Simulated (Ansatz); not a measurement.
# CaHfSe3 (model cell, started as cubic perovskite with Hf in the octahedra): following an unstable mode

Which phase does CaHfSe3 (model cell, started as cubic perovskite with Hf in the octahedra) fall into along its unstable mode, and how much energy does it gain?

Main program and level: Ansatz 0.2.0; DFT LDA, scalar-relativistic, plane waves, PAW; PAW set soft_1.

The structure was built from a prototype and need not be the compound's stable phase.

### 1. Starting point

The structure is cubic, space group Pm-3m (No. 221). The conventional cell has a = 5.075 Å, b = 5.075 Å, c = 5.075 Å, α = 90.00°, β = 90.00°, γ = 90.00°. Nearest to Ca lie 12 Se at 3.59 Å. Hf has 6 Se at 2.54 Å nearest. Se has 2 Hf at 2.54 Å and 4 Ca at 3.59 Å nearest. Farther neighbours and most contacts between anions are not listed.

### 2. Response at finite wavevector

The cell comes from relaxations at this level that are not shown. Stability and thermal properties need the whole zone. Linear response on a 2×2×2 q mesh gives force constants as far as a supercell of that size would.

Contents of input.yaml:

```yaml
crystal:
  lattice:
    - [5.0745860677, 0.0, 0.0]
    - [0.0, 5.0745860677, 0.0]
    - [0.0, 0.0, 5.0745860677]
  atoms:
    - { symbol: Ca, position: [0.0, 0.0, 0.0] }
    - { symbol: Hf, position: [0.5, 0.5, 0.5] }
    - { symbol: Se, position: [0.5, 0.5, 0.0] }
    - { symbol: Se, position: [0.5, 0.0, 0.5] }
    - { symbol: Se, position: [0.0, 0.5, 0.5] }
kpoints:
  mp_grid: { grid: [8, 8, 8] }
hamiltonian:
  xc: lda
  pseudopotentials: { kind: paw, azcp: { folder: soft_1 }, xc_functional: pbe }
scf:
  occupations: { method: methfessel_paxton, width: 0.2 }
output:
  eigenvalues: true
phonons:
  method: dfpt
  qmesh: [2, 2, 2]
  temperatures: { t_max: 1000, t_step: 50 }
  qpath:
    path:
      - [[0.0, 0.0, 0.0], [0.0, 0.5, 0.0], [0.5, 0.5, 0.0], [0.0, 0.0, 0.0], [0.5, 0.5, 0.5], [0.0, 0.5, 0.0]]
      - [[0.5, 0.5, 0.5], [0.5, 0.5, 0.0]]
    npoints: 10
```

Launch:

```sh
$ ansatz run input.yaml --threads 4 --pin off --max-ram 16384MiB --backend cpu --events-out ev --progress --plain --runs-dir out
```

Numbers of over 12 decimals in the logs are rounded to 6 here.

Output:

```text
Engine: ansatz 0.2.0, aarch64-unknown-linux-gnu
Pseudopotentials: kind: paw
Pseudopotential: Ca, paw, valence charge 10, recommended cutoff 420 eV (normal), soft_1/Ca.paw.azcp
Pseudopotential: Hf, paw, valence charge 26, recommended cutoff 420 eV (normal), soft_1/Hf.paw.azcp
Pseudopotential: Se, paw, valence charge 16, recommended cutoff 420 eV (normal), soft_1/Se.paw.azcp
Functional definition: SPW92
  exchange = slater_x
  correlation = pw_c
Crystal: 5 atoms, lattice volume = 130.678 Å³
Basis set: ecut = 420 eV, 2517 PW (Γ), exchange–correlation on 72×72×72 points (8 copies of the dense FFT grid, shifted against one another)
Bands: 51, of which v1, the nominal top of the filled ones, is band 42 counted from 1 (41 counted from 0)
Symmetry: 48 space group operations
k-points: 35 of 512
Non-local potential: Ca, projectors of the file, l = 0: 3, l = 1: 2, l = 2: 2
Non-local potential: Hf, projectors of the file, l = 0: 3, l = 1: 2, l = 2: 2, l = 3: 3
Non-local potential: Se, projectors of the file, l = 0: 2, l = 1: 2, l = 2: 3, l = 3: 1
PAW form: soft (Blöchl's): semilocal exchange-correlation on the pseudo side does not see the compensation charge
PAW frozen core: Ca, regenerated for the run's functional, and the local potential with it (the file was generated under x = pbe(κ = 0.804, μ = 0.219515), c = pbe(β = 0.066725))
PAW frozen core: Hf, regenerated for the run's functional, and the local potential with it (the file was generated under x = pbe(κ = 0.804, μ = 0.219515), c = pbe(β = 0.066725))
PAW frozen core: Se, regenerated for the run's functional, and the local potential with it (the file was generated under x = pbe(κ = 0.804, μ = 0.219515), c = pbe(β = 0.066725))
PAW one-centre angular grid: Ca, 110 points (default); XC on 64 Gauss nodes
PAW one-centre angular grid: Hf, 590 points (default); XC on 64 Gauss nodes
PAW one-centre angular grid: Se, 590 points (default); XC on 64 Gauss nodes
Initial density: superposition of atomic densities (chi_scale 0.1, normalization cell, long waves kept (reshape's long-wave potential 0.00 eV rms))
Initial wavefunctions: pseudopotential atomic-orbital guess
Functional: x = slater, c = lda
SCF iter   1: F=—  HF=-33412.011241 eV  |F-HF|=—  |Δ(HF+E_count)|=         —  Δρ=1.02e-1  dr2=3.14e1  ethr=3.10e-3  ⟨swp⟩=8.0  Hψ=6928  notcnv=0
preconditioner: auto → Kerker (q_TF=auto, 2.535 Å⁻¹)  [metal: Δε(μ)=0.058 eV  Ē_g=12.027 eV  σ=0.200 eV  W_gap=0.24  n_scr=32 (ndim 8)  ℏωp=20.0 eV  f_vac=0.002  D(μ)=1.61/eV (n_scr^D=6)]
SCF iter   2: F=—  HF=-33407.626537 eV  |F-HF|=—  |Δ(HF+E_count)|=    4.38e0  S|Δr|=    0.00e0  Δρ=4.62e-2  dr2=6.76e0  ethr=3.10e-3  ⟨swp⟩=3.1  Hψ=3982  notcnv=0  defer=62
SCF iter   3: F=—  HF=-33406.385014 eV  |F-HF|=—  |Δ(HF+E_count)|=    1.24e0  S|Δr|=    0.00e0  Δρ=1.76e-2  dr2=9.78e-1  ethr=3.10e-3  ⟨swp⟩=3.1  Hψ=2858  notcnv=0  defer=61
SCF iter   4: F=—  HF=-33406.049188 eV  |F-HF|=—  |Δ(HF+E_count)|=   3.36e-1  S|Δr|=    0.00e0  Δρ=8.72e-3  dr2=2.07e-1  ethr=1.16e-3  ⟨swp⟩=2.2  Hψ=3787  notcnv=0  defer=88
SCF iter   5: F=—  HF=-33406.034300 eV  |F-HF|=—  |Δ(HF+E_count)|=   1.49e-2  S|Δr|=    0.00e0  Δρ=3.04e-3  dr2=1.91e-2  ethr=2.46e-4  ⟨swp⟩=2.3  Hψ=3496  notcnv=0  defer=90
SCF iter   6: F=—  HF=-33406.028690 eV  |F-HF|=—  |Δ(HF+E_count)|=   5.61e-3  S|Δr|=    0.00e0  Δρ=1.06e-3  dr2=2.62e-3  ethr=2.27e-5  ⟨swp⟩=2.4  Hψ=3155  notcnv=0  defer=87
SCF iter   7: F=—  HF=-33406.028222 eV  |F-HF|=—  |Δ(HF+E_count)|=   4.68e-4  S|Δr|=    0.00e0  Δρ=4.98e-4  dr2=8.33e-4  ethr=3.12e-6  ⟨swp⟩=2.0  Hψ=3120  notcnv=0  defer=87
SCF iter   8: F=—  HF=-33406.028061 eV  |F-HF|=—  |Δ(HF+E_count)|=   1.61e-4  S|Δr|=    0.00e0  Δρ=1.34e-4  dr2=4.34e-5  ethr=9.92e-7  ⟨swp⟩=2.0  Hψ=3126  notcnv=0  defer=87
SCF iter   9: F=—  HF=-33406.028063 eV  |F-HF|=—  |Δ(HF+E_count)|=   2.03e-6  S|Δr|=    0.00e0  Δρ=4.25e-5  dr2=5.50e-6  ethr=5.16e-8  ⟨swp⟩=2.1  Hψ=2521  notcnv=0  defer=87
SCF iter  10: F=—  HF=-33406.028060 eV  |F-HF|=—  |Δ(HF+E_count)|=   2.73e-6  S|Δr|=    0.00e0  Δρ=1.28e-5  dr2=2.61e-7  ethr=6.55e-9  ⟨swp⟩=2.0  Hψ=2890  notcnv=0  defer=94
[...]
SCF iter  14: F=—  HF=-33406.028060 eV  |F-HF|=—  |Δ(HF+E_count)|=  5.82e-11  S|Δr|=    0.00e0  Δρ=2.74e-7  dr2=1.11e-10  ethr=1.00e-12  ⟨swp⟩=2.0  Hψ=3162  notcnv=0  defer=94
SCF iter  15: F=—  HF=-33406.028060 eV  |F-HF|=—  |Δ(HF+E_count)|=  1.46e-10  S|Δr|=    0.00e0  Δρ=1.03e-7  dr2=2.00e-11  ethr=1.00e-12  ⟨swp⟩=2.2  Hψ=2315  notcnv=0  defer=94
SCF iter  16: F=-33406.028060 eV  HF=-33406.028060 eV  |F-HF|=1.46e-11  |Δ(HF+E_count)|=    0.00e0  S|Δr|=    0.00e0  Δρ=3.35e-8  dr2=2.07e-12  ethr=1.00e-12  ⟨swp⟩=12.5  Hψ=10704  notcnv=0
SCF 1 converged in 16 iterations: F = -33406.028060 eV  dr2 = 2.07e-12
  greatest PAW one-centre occupation: 1.000 electrons in one spin orbital (limit 2), on the Se atom at site 3 (counted from 0), in its partial waves of l = 2
Initial density: read from a saved state, or passed on in memory by an earlier SCF of this step, an earlier step, the calling program or the single point that the run made first
iter 1 solved again at ethr=1.35e-6 eV; its pass at ethr=3.10e-3 eV (dr2=1.14e-3 eV) is discarded
SCF iter   1: F=—  HF=-33406.028062 eV  |F-HF|=—  |Δ(HF+E_count)|=         —  Δρ=1.36e-6  dr2=1.80e-9  ethr=1.35e-6  ⟨swp⟩=3.0  Hψ=11972  notcnv=0
eigensolver tolerance schedule: the retry pair's looser diagonalisation over-reported the residual by 630543.48 of it (diagonalisation noise at an unbounded share of the residual, at the tolerance the schedule requests for it); recorded, not acted on — ethr = c·dr2/N_el stays at c = 1.0e-1
preconditioner: auto → Kerker (q_TF=auto, 2.535 Å⁻¹)  [metal: Δε(μ)=0.006 eV  Ē_g=10.542 eV  σ=0.200 eV  W_gap=0.03  n_scr=32 (ndim 8)  ℏωp=20.0 eV  f_vac=0.048  D(μ)=0.53/eV (n_scr^D=0)]
SCF iter   2: F=—  HF=-33406.028060 eV  |F-HF|=—  |Δ(HF+E_count)|=   1.47e-6  S|Δr|=    0.00e0  Δρ=8.79e-7  dr2=1.04e-9  ethr=2.14e-12  ⟨swp⟩=5.2  Hψ=6564  notcnv=0
SCF iter   3: F=—  HF=-33406.028060 eV  |F-HF|=—  |Δ(HF+E_count)|=  6.62e-10  S|Δr|=    0.00e0  Δρ=4.85e-7  dr2=2.68e-10  ethr=1.24e-12  ⟨swp⟩=2.7  Hψ=3622  notcnv=0
SCF iter   4: F=—  HF=-33406.028060 eV  |F-HF|=—  |Δ(HF+E_count)|=  1.09e-10  S|Δr|=    0.00e0  Δρ=3.13e-7  dr2=9.41e-11  ethr=1.00e-12  ⟨swp⟩=1.0  Hψ=1785  notcnv=0
SCF iter   5: F=—  HF=-33406.028060 eV  |F-HF|=—  |Δ(HF+E_count)|=  7.28e-12  S|Δr|=    0.00e0  Δρ=2.32e-7  dr2=5.13e-11  ethr=1.00e-12  ⟨swp⟩=1.0  Hψ=1785  notcnv=0
SCF iter   6: F=-33406.028060 eV  HF=-33406.028060 eV  |F-HF|=7.28e-12  |Δ(HF+E_count)|=  3.64e-11  S|Δr|=    0.00e0  Δρ=1.03e-7  dr2=9.38e-12  ethr=1.00e-12  ⟨swp⟩=3.0  Hψ=6174  notcnv=0
SCF 2 converged in 6 iterations: F = -33406.028060 eV  dr2 = 9.38e-12
  greatest PAW one-centre occupation: 1.000 electrons in one spin orbital (limit 2), on the Se atom at site 2 (counted from 0), in its partial waves of l = 2
phonons: the bands overlap, so this run is a metal and interpolates without the dipole-dipole term. If the crystal is really an insulator or semiconductor, its LO-TO splitting is missing
NSCF: frozen V_eff on 35 k-points
NSCF: frozen V_eff on 125 k-points
DFPT response loops at q = (0, 0, 0) (fractional): preconditioner auto → Kerker (q_TF=auto, 2.535 Å⁻¹) (partly filled bands, converged f_vac=0.048); β = 1.00, the filter's whole step (`scf.mixing.beta` (0.50) is not read by the response loops under this deck's `scf.mixing.preconditioner`; to damp them name `kerker` or `kerker_dos`, under which they read `scf.mixing.beta`, and type it under 1.00, their step now; both keys bind the ground state too); Broyden in place of MSR1
NSCF: frozen V_eff on 250 k-points
DFPT response loops at q = (0, 0, -0.5) (fractional): mixed as the last ones told, above
NSCF: frozen V_eff on 250 k-points
DFPT response loops at q = (0, -0.5, -0.5) (fractional): mixed as the last ones told, above
NSCF: frozen V_eff on 250 k-points
DFPT response loops at q = (-0.5, -0.5, -0.5) (fractional): mixed as the last ones told, above
SCF converged after 16 iterations
Stability not checked: this state was not tested for a lower state beside it, because cold or Methfessel-Paxton smearing, or corrected tetrahedra, fill the levels in a way that the test cannot read (fill_not_monotonic; see scf.lower_state_search)
Free energy (F): -33406.028060 eV
Harris-Foulkes:  -33406.028060 eV  (|F-HF|=1.46e-11)
Internal energy: -33406.029819 eV  (E = F + TS)
E sigma→0 (E₀):  -33406.028500 eV
Entropy (-TS):   0.001758 eV (0.352 meV/atom)
Fermi energy:    9.017455 eV
Step filling:    the computed levels leave a gap of 0.0188 eV = 0.1 smearing widths at the electron count; against every level under it full and every level over it empty, smearing changes F+E_penalty+E_count by -0.152 meV and its σ→0 estimate by -0.592 meV
--- Per-component energies (eV) ---
  E_band       = -1506.379293
  E_kinetic    = 997.791970
  E_local      = -18304.875602  (includes V_loc(G=0)·N_el)
  E_nonlocal   = -885.145161
  E_hartree    = 9048.099910
  E_xc         = -646.395682
  E_vxc        = -686.538088  (∫ρ·V_xc dr)
  E_paw        = -14415.160970  (= ΣΔE_a)
  E_vpaw       = -723.811237  (= ΣTr[D̂ρ^β])
  E_aug_tail   = -0.001041  (compensation charges beyond the density's cutoff)
  E_ewald      = -9209.735576
  E_core_change = 9.392334  (= ΣΔE_core)
  E_smearing   = 0.001758  (= −TS)
  E_closure    = 0.000000  (closes the sum)
  Σ components = -33406.028060   (vs F -33406.028060, Δ=0.00e0)
--- Band table (eV; the first three rows and the last of 35) ---
  k-point 0: bands = [... 38 lower, 7.5877, 8.4281, 8.4281, 8.4281, 9.0198, 9.0198, 9.0198, 9.7706, ... 5 higher]
  k-point 1: bands = [... 38 lower, 7.4363, 7.7779, 8.2565, 8.2565, 9.0472, 9.6103, 9.6103, 10.0781, ... 5 higher]
  k-point 2: bands = [... 38 lower, 6.7520, 7.1330, 8.1593, 8.1593, 9.1178, 10.5576, 10.5576, 10.7667, ... 5 higher]
  k-point 34: bands = [... 38 lower, 4.8669, 9.0386, 9.0386, 9.0386, 10.0206, 11.2859, 11.2859, 11.2859, ... 5 higher]
--- Phonons (Γ-DFPT): 4 representative perturbations + reference (Σ response iterations 13) ---
  ASR residual: 4.025e-5 → 0.000e0 eV/Å²; symmetrization residual: 5.031e-6 eV/Å²
  ASR residual per site (eV/Å²): 1.18e-8 1.10e-5 4.02e-5 4.02e-5 4.02e-5
  Γ frequencies (cm⁻¹): -118.68 -118.68 -118.68 -77.97 -77.97 -77.97 -45.48 -45.48 -45.48 0.00 0.00 0.00 250.37 250.37 250.37
--- Phonons (arbitrary-q DFPT): 4 irreducible q on the 2×2×2 mesh ---
  q = [0.0000, 0.0000, 0.0000] (star 1, of the zone-centre solve; hermiticity 6.83e-7, symmetrization 1.61e-11): -118.68 -118.68 -118.68 -77.97 -77.97 -77.97 -45.48 -45.48 -45.48 0.00 0.00 0.00 250.37 250.37 250.37
  q = [0.0000, 0.0000, -0.5000] (star 3, 9 solved perturbations in 975 linear systems a pass and spin channel, the states on 125 of 512 k-point pairs; hermiticity 5.87e-7, symmetrization 3.47e-12): -107.91 -107.91 -63.96 -63.96 -48.62 -22.99 -22.99 16.10 60.98 60.98 74.22 153.99 252.66 252.66 278.29
  q = [0.0000, -0.5000, -0.5000] (star 3, 9 solved perturbations in 975 linear systems a pass and spin channel, the states on 125 of 512 k-point pairs; hermiticity 7.61e-7, symmetrization 1.20e-12): -109.62 -109.62 -106.86 -85.92 -16.47 43.31 43.31 64.26 64.26 105.41 158.77 158.77 205.81 255.91 290.68
  q = [-0.5000, -0.5000, -0.5000] (star 1, 4 solved perturbations in 350 linear systems a pass and spin channel, the states on 125 of 512 k-point pairs; hermiticity 3.64e-7, symmetrization 1.51e-11): -112.03 -112.03 -112.03 -110.67 -110.67 -110.67 105.11 105.11 105.11 155.36 155.36 155.36 175.08 175.08 301.82
  sum rule: each row above includes the acoustic sum rule's correction from the zone centre's row sums; it moved no ω² by more than (0.37 cm⁻¹)²
  mesh force constants: q→R imaginary residual 3.49e-18; ASR residual 4.025e-5 → 0.000e0 eV/Å²; symmetrization residual 1.066e-14 eV/Å²
  interpolated dispersion: 62 rows × 15 modes
  density of states and harmonic sums: on the 12×12×12 q-mesh, interpolated from the force constants of a 2×2×2 supercell (no non-analytic term)
  largest difference from the sums on the solved wave vectors: F 1.17e-1 eV, S 1.69e-4 and C_V 5.27e-5 eV/K
  zero-point energy: 0.078289 eV/cell   skipped modes (ω ≤ 0): 531, of them read as no rigid motion or as one in doubt: 528 (6.137e0 modes/cell left out, lowest -118.68 cm⁻¹)   left out of the sums: 4.09e-1 of the cell's modes: C_V's classical limit lies that fraction below 3 k_B per atom; for a crystal, a wire or a layer, F and S can be off by more, and a phonons.interpolated_qmesh denser along its periods is the remedy for the sampling
```

Elapsed: 9.2 min, on 4 threads of Arm Neoverse V2, shared host; peak memory 2.2 GiB; 36 min of CPU time.

Numbers from this step:

| Item | Value |
| --- | --- |
| volume per atom | 26.14 Å³ |
| gap on the k-mesh | 0 eV |
| sum-rule residual before enforcement | 4.02e-5 eV/Å² |
| lowest frequency on the path | -118.7 cm⁻¹ |
| point group | m-3m |
| highest frequency on the path or at a solved wavevector | 301.8 cm⁻¹ |
| highest optical mode at the zone centre (no LO-TO term) | 250.4 cm⁻¹ |
| lowest optical zone-centre mode | -118.7 cm⁻¹ |
| lowest mode on the q mesh (acoustic modes at Γ apart) | -118.7 cm⁻¹ |

Frequencies (cm⁻¹) solved at each irreducible wavevector; negative means imaginary. Frequencies by wavevector, by row:

| q in reciprocal lattice units | star | mode 1 | mode 2 | mode 3 | mode 4 | mode 13 | mode 14 | mode 15 |
| --- | --- | --- | --- | --- | --- | --- | --- | --- |
| 0 0 0 | 1 | -118.7 | -118.7 | -118.7 | -78 | 250.4 | 250.4 | 250.4 |
| 0 0 -0.5 | 3 | -107.9 | -107.9 | -64 | -64 | 252.7 | 252.7 | 278.3 |
| 0 -0.5 -0.5 | 3 | -109.6 | -109.6 | -106.9 | -85.9 | 205.8 | 255.9 | 290.7 |
| -0.5 -0.5 -0.5 | 1 | -112 | -112 | -112 | -110.7 | 175.1 | 175.1 | 301.8 |

Interpolated from a 2×2×2 q mesh. Phonon branches along the path, in cm⁻¹:

| point | branch 1 | branch 2 | branch 3 | branch 4 | branch 12 | branch 13 | branch 14 | branch 15 |
| --- | --- | --- | --- | --- | --- | --- | --- | --- |
| Γ | -119 | -119 | -119 | -78 | 0 | 250 | 250 | 250 |
| halfway | -114 | -114 | -82 | -68 | 106 | 252 | 252 | 263 |
| X | -108 | -108 | -64 | -64 | 154 | 253 | 253 | 278 |
| halfway | -109 | -98 | -90 | -86 | 156 | 230 | 254 | 286 |
| M | -110 | -110 | -107 | -86 | 159 | 206 | 256 | 291 |
| halfway | -107 | -104 | -94 | -81 | 110 | 239 | 253 | 276 |
| Γ | -119 | -119 | -119 | -78 | 0 | 250 | 250 | 250 |
| halfway | -104 | -104 | -94 | -85 | 115 | 235 | 235 | 289 |
| R | -112 | -112 | -112 | -111 | 155 | 175 | 175 | 302 |
| halfway | -106 | -105 | -98 | -92 | 156 | 219 | 230 | 296 |
| X | -108 | -108 | -64 | -64 | 154 | 253 | 253 | 278 |
| jump to R | -112 | -112 | -112 | -111 | 155 | 175 | 175 | 302 |
| halfway | -111 | -111 | -109 | -100 | 157 | 191 | 220 | 300 |
| M | -110 | -110 | -107 | -86 | 159 | 206 | 256 | 291 |

Symmetry leaves 4 wavevectors to solve. The lowest mode among them, the acoustic zeros apart, lies at Γ and is imaginary, 118.7i cm⁻¹, so the energy falls along it.

### 3. The mode frozen in, largest atomic shift 0 Å

The mode followed lies at Γ with frequency 118.7i cm⁻¹ and is 3-fold degenerate, the softest among the wavevectors solved. At small amplitude the distorted cell has space group no. 99 by a symmetry search on the positions. The undistorted cell that holds it gives the zero of energy on the same k mesh.

input.yaml, the sections that differ from step 2:

```yaml
output:
  forces: true
  stress: true
  eigenvalues: true
# crystal, kpoints, hamiltonian, scf: as in step 2
# phonons: removed
```

Output:

```text
[...]
Crystal: 5 atoms, lattice volume = 130.678 Å³
Basis set: ecut = 420 eV, 2517 PW (Γ)
Bands: 51, of which v1, the nominal top of the filled ones, is band 42 counted from 1 (41 counted from 0)
Symmetry: 48 space group operations
[...]
k-points: 35 of 512
[...]
k-point 0: bands = [... 38 lower, 7.5877, 8.4281, 8.4281, 8.4281, 9.0198, 9.0198, 9.0198, 9.7707, ... 5 higher]
  k-point 1: bands = [... 38 lower, 7.4363, 7.7779, 8.2565, 8.2565, 9.0472, 9.6103, 9.6103, 10.0781, ... 5 higher]
  k-point 2: bands = [... 38 lower, 6.7520, 7.1330, 8.1593, 8.1593, 9.1178, 10.5576, 10.5576, 10.7668, ... 5 higher]
  k-point 34: bands = [... 38 lower, 4.8669, 9.0386, 9.0386, 9.0386, 10.0206, 11.2861, 11.2861, 11.2861, ... 5 higher]
[key lines of the parts left out:]
SCF converged after 11 iterations
Free energy (F): -33406.028057 eV
Fermi energy:    9.017442 eV
P = ⅓ Tr σ = -0.0001 GPa (-0.001 kbar)
```

Elapsed: 4.7 s, on 4 threads; peak memory 0.54 GiB.

This step gave:

```
pressure                         : -6.17e-5 GPa
energy from the undistorted cell : 0 meV/atom
```

The run ends at a pressure of 0.00 GPa.

### 4. The mode frozen in, largest atomic shift 0.6 Å

The atoms are moved along the unstable eigenvector, the largest shift by 0.6 Å, with the cell fixed.

input.yaml, the sections that differ from step 3:

```yaml
crystal:
  lattice:
    - [5.0745860677, 0.0, 0.0]
    - [0.0, 5.0745860677, 0.0]
    - [0.0, 0.0, 5.0745860677]
  atoms:
    - { symbol: Ca, position: [0.0, -0.1182362447, 0.0] }
    - { symbol: Hf, position: [0.5, 0.4982134024, 0.5] }
    - { symbol: Se, position: [0.5, 0.5281575205, 0.0] }
    - { symbol: Se, position: [0.5, 0.0077281505, 0.5] }
    - { symbol: Se, position: [0.0, 0.5281575205, 0.5] }
# kpoints, hamiltonian, scf, output: as in step 3
```

Output:

```text
[...]
Crystal: 5 atoms, lattice volume = 130.678 Å³
Basis set: ecut = 420 eV, 2517 PW (Γ)
Bands: 51, of which v1, the nominal top of the filled ones, is band 42 counted from 1 (41 counted from 0)
Symmetry: 8 space group operations
[...]
k-points: 75 of 512 (time reversal used)
[...]
k-point 0: bands = [... 38 lower, 7.2817, 8.1676, 8.1676, 8.3009, 8.8248, 9.2793, 9.2793, 9.9610, ... 5 higher]
  k-point 1: bands = [... 38 lower, 7.1869, 7.6785, 8.0389, 8.1615, 9.2810, 9.3667, 9.5759, 10.2482, ... 5 higher]
  k-point 2: bands = [... 38 lower, 6.7022, 7.0609, 7.9954, 8.0389, 9.2887, 10.2504, 10.3066, 10.9026, ... 5 higher]
  k-point 74: bands = [... 38 lower, 4.8274, 8.4747, 8.9016, 8.9016, 10.2224, 11.5939, 11.6333, 11.6333, ... 5 higher]
[key lines of the parts left out:]
SCF converged after 11 iterations
Free energy (F): -33406.351280 eV
Fermi energy:    8.915280 eV
P = ⅓ Tr σ = 1.1344 GPa (11.344 kbar)
```

The job ended after 17 s (4 threads; peak memory 0.64 GiB; 68 s of CPU time).

Numbers from this step:

| Item | Value |
| --- | --- |
| pressure | 1.134 GPa |
| energy from the undistorted cell | -64.66 meV/atom |

The energy, extrapolated to zero smearing, is -64.66 meV/atom against the undistorted cell.

The run ends at a pressure of 1.13 GPa, with forces up to 0.53 eV/Å.

### 5. Energy along the mode, all amplitudes (two of the runs are shown above)

An imaginary frequency means negative curvature, so the energy should fall and then rise again as anharmonic terms take over.

This step gave:

```yaml
depth_at_the_lowest_point_sampled: 64.66 meV/atom
largest_atomic_shift_at_that_point: 0.6 Å
```

The energy from the parent by largest atomic shift:

| largest atomic shift (Å) | energy from the parent (meV/atom) |
| --- | --- |
| 0.000 | 0 |
| 0.040 | -0.409 |
| 0.080 | -1.63 |
| 0.140 | -4.93 |
| 0.220 | -11.9 |
| 0.320 | -23.9 |
| 0.450 | -42.8 |
| 0.600 | -64.7 |

Displacement at unit largest shift by atom:

| atom | x (Å) | y (Å) | z (Å) | size |
| --- | --- | --- | --- | --- |
| Ca1 | 0.00 | -1.00 | 0.00 | 1.00 |
| Hf2 | 0.00 | -0.01 | 0.00 | 0.01 |
| Se3 | 0.00 | 0.24 | 0.00 | 0.24 |
| Se4 | 0.00 | 0.07 | 0.00 | 0.07 |
| Se5 | 0.00 | 0.24 | 0.00 | 0.24 |

The lowest of the steps tried is the last one, at 0.6 Å, 64.7 meV/atom below the parent; the bottom of the well need not coincide with a step.

[end of part 1 of 2]

[Logs are printed without paths, hosts, clocks, repeated set-up lines and the standing remarks that a program may print on its own settings, such as how far it seeks lower states.]

[Hosts, paths, dates, database ids (printed as entryN), source tags and the programs' standing remarks are cut or masked in the printed files.]
